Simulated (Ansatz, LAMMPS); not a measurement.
# Charge trapping in aqueous Mg2+ and SO4 2-, 1.6 mol of salt per kg of water at 330 K (111 atoms), part 3 of 4

Does an extra electron or hole in aqueous Mg2+ and SO4 2-, 1.6 mol of salt per kg of water at 330 K (111 atoms) stay spread out, or do the atoms trap it?

Ansatz 0.2.0; Kohn-Sham DFT, PBE+D4, PAW (set soft_2), plane waves.

The cell: 39 O, 1 S, 70 H and 1 Mg. The network of contacts between molecules at the start is that of the classical potential that made the cell. The Brillouin zone is sampled at Γ only, in a cell whose shortest periodic width is 10 Å. The liquid is relaxed first.

So far. Step 6 (An extra electron, atoms relaxed): The relaxation converged after 5 steps, 0.0167 eV below its start, with a largest force component of 0.018 eV/Å. Step 6 (An extra electron, atoms relaxed): An extra electron, atoms relaxed: the energy stands 2.88 eV above that of the reference. An odd electron should give 1 μB; this run ended with the carrier shared between both spins.

## Step 7: An extra electron, levels at the relaxed geometry

A single point at the new geometry gives levels and spin density.

File input.yaml:

```yaml
crystal:
  lattice:
    - [10.16539, 0.0, 0.0]
    - [0.0, 10.16539, 0.0]
    - [0.0, 0.0, 10.16539]
  atoms:
    - { symbol: O, position: [0.74758, 0.5986, 0.63331] }
    - { symbol: S, position: [0.6607, 0.71804, 0.62811] }
    - { symbol: O, position: [0.52328, 0.6784, 0.58906] }
    - { symbol: O, position: [0.65594, 0.78025, 0.76123] }
    - { symbol: O, position: [0.71327, 0.81412, 0.52891] }
    - { symbol: O, position: [0.98918, 0.04872, 0.09746] }
    [... 99 atom lines left out ...]
    - { symbol: H, position: [0.1789, 0.30699, 0.74387] }
    - { symbol: H, position: [0.25515, 0.17087, 0.75319] }
    - { symbol: O, position: [0.82425, 0.23855, 0.96286] }
    - { symbol: H, position: [0.76715, 0.29908, 0.91089] }
    - { symbol: H, position: [0.82768, 0.27408, 0.0517] }
    - { symbol: Mg, position: [0.85915, 0.0301, 0.9448] }
total_charge: -1
kpoints:
  mp_grid: { grid: [1, 1, 1] }
hamiltonian:
  xc: pbe
  dispersion: d4
scf:
  occupations: { method: fermi_dirac, width: 0.01 }
  lower_state_search: "off"
output:
  forces: true
  stress: true
  populations: true
  dos:
    method: { smearing: { sigma: 0.15 } }
    de: 0.1
    projected: { site_lists: { H: [H], Mg: [Mg], O: [O], S: [S] } }
  eigenvalues: true
  write_density: true
  write_potential: true
  volumetric_format: npy
magnetization:
  spin_polarized: true
  initial_magnetization: 1
```

The run is started by

```sh
$ ansatz run input.yaml --threads 4 --pin off --max-ram 8192MiB --backend cpu --events-out ev --progress --plain --runs-dir out
```

The log of the run:

```text
[...]
Crystal: 111 atoms, lattice volume = 1050.442 Å³
Basis set: ecut = 420 eV, 20377 PW (Γ), exchange–correlation on 144×144×144 points (8 copies of the dense FFT grid, shifted against one another)
Bands: 272, of which v1, the nominal top of the filled ones, is band 161 counted from 1 (160 counted from 0)
Symmetry: 1 space group operations
[...]
k-points: 1
[... 9 lines on functional and potentials left out ...]
Starting moments: Σ|m| = 1 μB on 111 of 111 sites
[...]
SCF iter   1: F=—  HF=-26124.611507 eV  |F-HF|=—  |Δ(HF+E_count)|=         —  Δρ=5.56e-2 (↑5.53e-2 ↓5.56e-2)  dr2=1.19e2  dr2_m=1.61e-2  M=1.000 μB ∫|m|=1.010 μB  β_m=1.00  ethr=3.10e-3  ⟨swp⟩=5.0  Hψ=2196  notcnv=0  defer=180
[...]
SCF iter   2: F=—  HF=-26096.715030 eV  |F-HF|=—  |Δ(HF+E_count)|=         —  Δρ=2.75e-2 (↑2.71e-2 ↓2.75e-2)  dr2=2.69e1  dr2_m=7.16e-3  M=0.913 μB ∫|m|=0.940 μB  β_m=0.30  ethr=3.10e-3  ⟨swp⟩=2.5  Hψ=963  notcnv=0  defer=210
[...]
SCF iter   7: F=—  HF=-26089.812330 eV  |F-HF|=—  |Δ(HF+E_count)|=   2.63e-2  Δρ=4.76e-4 (↑4.60e-4 ↓4.76e-4)  dr2=1.67e-3  dr2_m=1.50e-3  M=0.031 μB ∫|m|=0.063 μB  β_m=0.30  ethr=7.81e-6  ⟨swp⟩=3.0  Hψ=680  notcnv=0  defer=210
[...]
SCF iter   9: F=—  HF=-26089.816790 eV  |F-HF|=—  |Δ(HF+E_count)|=   2.72e-3  Δρ=6.26e-5 (↑5.82e-5 ↓6.26e-5)  dr2=1.19e-4  dr2_m=8.87e-6  M=0.026 μB ∫|m|=0.030 μB  β_m=0.62  ethr=2.69e-7  ⟨swp⟩=3.0  Hψ=835  notcnv=0  defer=210
[...]
SCF iter  14: F=-26089.818040 eV  HF=-26089.818040 eV  |F-HF|=3.05e-8  |Δ(HF+E_count)|=   2.05e-7  Δρ=6.90e-7 (↑6.90e-7 ↓6.15e-7)  dr2=1.58e-8  dr2_m=1.13e-9  M=-0.000 μB ∫|m|=0.000 μB  β_m=0.73  ethr=1.84e-11  ⟨swp⟩=8.0  Hψ=3375  notcnv=0
SCF iter  15: F=-26089.818040 eV  HF=-26089.818040 eV  |F-HF|=5.42e-9  |Δ(HF+E_count)|=   3.69e-8  Δρ=2.83e-7 (↑2.45e-7 ↓2.83e-7)  dr2=3.17e-9  dr2_m=1.23e-10  M=-0.000 μB ∫|m|=0.000 μB  ethr=4.92e-12  ⟨swp⟩=7.5  Hψ=3044  notcnv=0
[...]
SCF 1 converged in 15 iterations: F = -26089.818040 eV  dr2 = 3.17e-9
[...]
SCF converged after 15 iterations
Magnetization: -0.0000 μB (160.5000 up, 160.5000 down)
Absolute magnetization: 0.0000 μB (∫|ρ↑−ρ↓|, with the PAW one-centre terms)
[...]
Per-site moments (μB) at R_I (Å): [(-2.034218e-7, 0.619705), (-1.848345e-8, 0.616471), (-2.061574e-7, 0.621680), (-1.346965e-7, 0.616471), (-1.667900e-7, 0.619627), [...]
Free energy (F): -26089.818040 eV
[...]
Internal energy: -26089.804177 eV  (E = F + TS)
E sigma→0 (E₀):  -26089.811109 eV
Entropy (-TS):   -0.013863 eV (-0.125 meV/atom)
Fermi energy:    2.917613 eV
[...]
Σ components = -26089.818040   (vs F -26089.818040, Δ=0.00e0)
--- Forces (eV/Å), atoms counted from 1 ---
  atom   1  O      0.01152549    -0.01460144     0.00344938
  atom   2  S     -0.01909693     0.00669600    -0.00576168
  atom   3  O      0.00848204     0.00171435     0.00284538
  atom   4  O     -0.00169234    -0.00272534     0.00100918
[...]
atom 111  Mg    -0.00048152     0.00464648    -0.00050106
  max |Σ_I F_I| component: 3.60e-6 eV/Å
--- Stress (GPa, compression-positive) ---
        0.112875       0.153286       0.126017
        0.153286       0.108829       0.202822
        0.126017       0.202822       0.257601
  P = ⅓ Tr σ = 0.1598 GPa (1.598 kbar)
--- Band table (eV) ---
[...]
--- Löwdin populations: 111 sites ---
  site symbol       q [e]    m [muB]
     0      O      6.7682    -0.0000
     1      S      3.5667    -0.0000
     2      O      6.7665    -0.0000
[...]
110     Mg      8.3984    -0.0000
  spilling = 0.011480 (of n_electrons = 321.000000)
```

Run time: 27 s. Hardware: 4 threads of AMD EPYC 7R13 (Zen 3), shared host; peak memory 2 GiB; 1.7 min of CPU time.

An extra electron, levels at the relaxed geometry: the energy stands 2.88 eV above that of the reference. An odd electron should give 1 μB; this run ended with the carrier shared between both spins.

The levels nearest the highest filled one (over half full), pooled over k-points and spins:

| level less the highest filled one (eV) | occupation |
| --- | --- |
| -4.90 | 1 |
| -4.90 | 1 |
| 0 | 0.5 |
| 0 | 0.5 |
| 1.51 | 0 |
| 1.51 | 0 |
| 1.77 | 0 |
| 1.77 | 0 |

## Step 8: Neutral at the geometry of the electron

The neutral cell at the new geometry gives the energy of that geometry without the charge.

File input.yaml:

```yaml
crystal:
  lattice:
    - [10.16539, 0.0, 0.0]
    - [0.0, 10.16539, 0.0]
    - [0.0, 0.0, 10.16539]
  atoms:
    [... the 111 atom lines of step 7 ...]
kpoints:
  mp_grid: { grid: [1, 1, 1] }
hamiltonian:
  xc: pbe
  dispersion: d4
scf:
  occupations: { method: fixed }
output:
  forces: true
  stress: true
  populations: true
  dos:
    method: { smearing: { sigma: 0.15 } }
    de: 0.1
    projected: { site_lists: { H: [H], Mg: [Mg], O: [O], S: [S] } }
  eigenvalues: true
```

The log of the run:

```text
[...]
Crystal: 111 atoms, lattice volume = 1050.442 Å³
Basis set: ecut = 420 eV, 20377 PW (Γ), exchange–correlation on 144×144×144 points (8 copies of the dense FFT grid, shifted against one another)
Bands: 271, of which v1, the nominal top of the filled ones, is band 160 counted from 1 (159 counted from 0)
Symmetry: 1 space group operations
[...]
k-points: 1
[...]
SCF iter   1: F=—  HF=-26092.767542 eV  |F-HF|=—  |Δ(HF+E_count)|=         —  Δρ=2.77e-3  dr2=8.99e-2  ethr=1.77e-3  ⟨swp⟩=4.0  Hψ=1022  notcnv=0  defer=109
[...]
SCF iter   8: F=—  HF=-26092.681621 eV  |F-HF|=—  |Δ(HF+E_count)|=   4.70e-8  Δρ=5.51e-6  dr2=2.70e-7  ethr=3.25e-10  ⟨swp⟩=3.0  Hψ=324  notcnv=0  defer=104
SCF iter   9: F=-26092.681621 eV  HF=-26092.681621 eV  |F-HF|=1.82e-8  |Δ(HF+E_count)|=   7.43e-8  Δρ=1.49e-6  dr2=2.20e-8  ethr=3.13e-11  ⟨swp⟩=16.0  Hψ=1937  notcnv=0
SCF 1 converged in 9 iterations: F = -26092.681621 eV  dr2 = 2.20e-8
[...]
SCF converged after 9 iterations
Free energy (F): -26092.681621 eV
[...]
Internal energy: -26092.681621 eV  (E = F + TS)
E sigma→0 (E₀):  -26092.681621 eV
Fermi energy:    -1.900684 eV
[...]
Σ components = -26092.681621   (vs F -26092.681621, Δ=0.00e0)
--- Forces (eV/Å), atoms counted from 1 ---
  atom   1  O     -0.03810339     0.04144821    -0.00418915
  atom   2  S     -0.00336577     0.09509276     0.02190153
  atom   3  O      0.07028025     0.00398565     0.00421706
  atom   4  O     -0.00051321    -0.07523312    -0.09491164
[...]
atom 111  Mg     0.02127429    -0.04464853    -0.02421267
  max |Σ_I F_I| component: 3.32e-5 eV/Å
--- Stress (GPa, compression-positive) ---
       -0.167733       0.160381       0.127952
        0.160381      -0.203935       0.210762
        0.127952       0.210762      -0.041919
  P = ⅓ Tr σ = -0.1379 GPa (-1.379 kbar)
--- Band table (eV) ---
[...]
--- Löwdin populations: 111 sites ---
  site symbol       q [e]
     0      O      6.7655
     1      S      3.5569
     2      O      6.7640
[...]
110     Mg      8.3780
  spilling = 0.011225 (of n_electrons = 320.000000)
```

The job ended after 9.1 s (4 threads; peak memory 1.3 GiB).

Neutral at the geometry of the electron: the energy stands 0.0142 eV above that of the reference.

## Step 9: An extra hole, atoms held

The electron count changes by one with the atoms held: a vertical process, on a uniform background, with spin and a narrow Fermi–Dirac smearing. Its energy against the neutral cell hangs on the program's zero of potential.

Changes to input.yaml since step 8:

```diff
@@ -6,3 +6,4 @@
   atoms:
-    [... the 111 atom lines of step 7 ...]
+    [... the 111 atom lines of step 4 ...]
+total_charge: 1
 kpoints:
@@ -13,3 +14,4 @@
 scf:
-  occupations: { method: fixed }
+  occupations: { method: fermi_dirac, width: 0.01 }
+  lower_state_search: "off"
 output:
@@ -23 +25,7 @@
   eigenvalues: true
+  write_density: true
+  write_potential: true
+  volumetric_format: npy
+magnetization:
+  spin_polarized: true
+  initial_magnetization: 1
```

The log of the run:

```text
[...]
Crystal: 111 atoms, lattice volume = 1050.442 Å³
Basis set: ecut = 420 eV, 20377 PW (Γ), exchange–correlation on 144×144×144 points (8 copies of the dense FFT grid, shifted against one another)
Bands: 271, of which v1, the nominal top of the filled ones, is band 160 counted from 1 (159 counted from 0)
Symmetry: 1 space group operations
[...]
k-points: 1
[...]
Starting moments: Σ|m| = 1 μB on 111 of 111 sites
[...]
SCF iter   1: F=—  HF=-26133.988667 eV  |F-HF|=—  |Δ(HF+E_count)|=         —  Δρ=6.09e-2 (↑6.05e-2 ↓6.09e-2)  dr2=1.43e2  dr2_m=4.95e-1  M=1.000 μB ∫|m|=1.045 μB  β_m=1.00  ethr=3.10e-3  ⟨swp⟩=6.0  Hψ=2485  notcnv=0  defer=101
[...]
SCF iter   2: F=—  HF=-26098.944606 eV  |F-HF|=—  |Δ(HF+E_count)|=         —  Δρ=3.21e-2 (↑2.86e-2 ↓3.21e-2)  dr2=3.46e1  dr2_m=3.89e-1  M=0.305 μB ∫|m|=0.450 μB  β_m=0.30  ethr=3.10e-3  ⟨swp⟩=3.0  Hψ=968  notcnv=0  defer=208
[...]
SCF iter  16: F=—  HF=-26090.460195 eV  |F-HF|=—  |Δ(HF+E_count)|=   1.89e-3  Δρ=4.92e-3 (↑1.32e-3 ↓4.92e-3)  dr2=6.37e-1  dr2_m=4.53e-2  M=0.996 μB ∫|m|=1.087 μB  β_m=0.30  ethr=1.78e-4  ⟨swp⟩=3.0  Hψ=411  notcnv=0  defer=208
[...]
spin-set hold released at iteration 16 (site moments' squared step at or under half its running peak, from the soft ceiling on): the magnetisation degrees of freedom join the quasi-Newton model from the next iteration; the mixer history was flushed
SCF iter  17: F=—  HF=-26090.832786 eV  |F-HF|=—  |Δ(HF+E_count)|=   3.73e-1  Δρ=1.47e-2 (↑2.00e-3 ↓1.47e-2)  dr2=4.25e0  dr2_m=4.49e-1  M=0.885 μB ∫|m|=1.040 μB  β_m=0.13  ethr=1.78e-4  ⟨swp⟩=2.5  Hψ=809  notcnv=0  defer=208  recentre
SCF iter  18: F=—  HF=-26090.527528 eV  |F-HF|=—  |Δ(HF+E_count)|=   3.05e-1  Δρ=8.42e-3 (↑1.28e-3 ↓8.42e-3)  dr2=1.41e0  dr2_m=1.50e-1  M=1.000 μB ∫|m|=1.113 μB  β_m=0.12  ethr=1.78e-4  ⟨swp⟩=2.5  Hψ=685  notcnv=0  defer=208
[...]
SCF iter  58: F=-26090.436707 eV  HF=-26090.436707 eV  |F-HF|=5.76e-9  |Δ(HF+E_count)|=  6.91e-11  Δρ=6.55e-7 (↑1.82e-7 ↓6.55e-7)  dr2=6.91e-9  dr2_m=1.15e-9  M=0.999 μB ∫|m|=1.079 μB  β_m=0.09  ethr=1.55e-12  ⟨swp⟩=6.0  Hψ=2244  notcnv=0
SCF iter  59: F=-26090.436707 eV  HF=-26090.436707 eV  |F-HF|=4.69e-10  |Δ(HF+E_count)|=  8.37e-11  Δρ=2.61e-7 (↑1.28e-7 ↓2.61e-7)  dr2=6.59e-10  dr2_m=2.62e-10  M=0.999 μB ∫|m|=1.079 μB  ethr=1.55e-12  ⟨swp⟩=5.0  Hψ=2106  notcnv=0
SCF 1 converged in 59 iterations: F = -26090.436707 eV  dr2 = 6.59e-10
[...]
SCF converged after 59 iterations
Magnetization: 0.9994 μB (159.9997 up, 159.0003 down)
Absolute magnetization: 1.0794 μB (∫|ρ↑−ρ↓|, with the PAW one-centre terms)
[...]
Per-site moments (μB) at R_I (Å): [(0.043102, 0.618605), (-0.00288476, 0.615633), (0.036102, 0.621009), (0.051404, 0.615633), (0.041112, 0.618264), [...]
Free energy (F): -26090.436707 eV
[...]
Internal energy: -26090.419198 eV  (E = F + TS)
E sigma→0 (E₀):  -26090.427952 eV
Entropy (-TS):   -0.017509 eV (-0.158 meV/atom)
Fermi energy:    -2.335678 eV
[...]
Σ components = -26090.436707   (vs F -26090.436707, Δ=0.00e0)
--- Forces (eV/Å), atoms counted from 1 ---
  atom   1  O     -0.13029958     0.13966308     0.03982607
  atom   2  S     -0.10869059    -0.12363847    -0.22964198
  atom   3  O      0.23337306    -0.00268260     0.01928749
  atom   4  O      0.01293861    -0.01020898    -0.00508963
[...]
atom 111  Mg    -0.23077366     0.08620827     0.16907485
  max |Σ_I F_I| component: 1.18e-5 eV/Å
--- Stress (GPa, compression-positive) ---
        0.290344       0.165532       0.171039
        0.165532       0.255357       0.192314
        0.171039       0.192314       0.430726
  P = ⅓ Tr σ = 0.3255 GPa (3.255 kbar)
--- Band table (eV) ---
[...]
--- Löwdin populations: 111 sites ---
  site symbol       q [e]    m [muB]
     0      O      6.7232     0.0630
     1      S      3.5414    -0.0096
     2      O      6.7258     0.0524
[...]
110     Mg      8.3738    -0.0009
  spilling = 0.011171 (of n_electrons = 319.000000)
```

It took 45 s on 4 threads; peak memory 1.9 GiB.

An extra hole, atoms held: the energy stands 2.26 eV above that of the reference, with a moment of 1.00 μB.

The levels nearest the highest filled one (over half full), pooled over k-points and spins:

| level less the highest filled one (eV) | occupation |
| --- | --- |
| -0.0472 | 0.996 |
| -0.0368 | 0.988 |
| -0.0162 | 0.91 |
| 0 | 0.667 |
| 0.0092 | 0.444 |
| 5.37 | 0 |
| 5.38 | 0 |
| 6.96 | 0 |

Spin density in the ac plane at fractional y = 0.030, with atoms of O and H and Mg within 0.2 Å of it.

Ten even steps from '_' (0.00 e/Å³) to '@' (0.15 e/Å³), each cell a mean:
```
__________________________________________________________
__________________________________________________________
..==::____________________________________________________
==@@++..________________________________....____________..
%%::..__________________________________----::..________==
::______________________________________..--++::________..
____________________________________________..____________
__________________________________________________________
__________________________________________________________
__________________________________________________________
__________________________________________________________
__________________________________________________________
__________________________________________________________
__________________________________________________________
__________________________________________________________
__________________________________________________________
__________________________________________________________
__________________________________________________________
__________________________________________________________
__________________________________________________________
..________________________________________________________
::____________________________________________________..==
::____________________________________________________..==
__________________________________________________________
```
Columns run along a (10.2 Å), rows up along c (10.2 Å). Atoms in or near the plane, at fractional coordinates: O at (0.99, 0.10), O at (0.74, 0.78), H at (0.66, 0.13), H at (0.28, 0.37), O at (0.54, 0.48), H at (0.29, 0.14), O at (0.02, 0.83), Mg at (0.86, 0.94).

## Step 10: An extra hole, atoms relaxed

The atoms now respond to the charge; the energy gained comes from screening by the atoms, from trapping if the charge localises, and from any strain left in the reference.

Input and log are left out; they have the form of those shown for this kind of step.

The job ended after 9.7 min (4 threads of AMD EPYC 7R13 (Zen 3), shared host; peak memory 1.9 GiB).

The relaxation converged after 37 steps, 0.364 eV below its start, with a largest force component of 0.024 eV/Å.

An extra hole, atoms relaxed: the energy stands 1.89 eV above that of the reference, with a moment of 1.00 μB.

[end of part 3 of 4]

[Long decimals in the printed logs are rounded to 6 places.]

[Logs are printed without paths, hosts, clocks, repeated set-up lines and the standing remarks that a program may print on its own settings, such as how far it seeks lower states.]

[Hosts, paths, dates, database ids (printed as entryN), source tags and the programs' standing remarks are cut or masked in the printed files.]
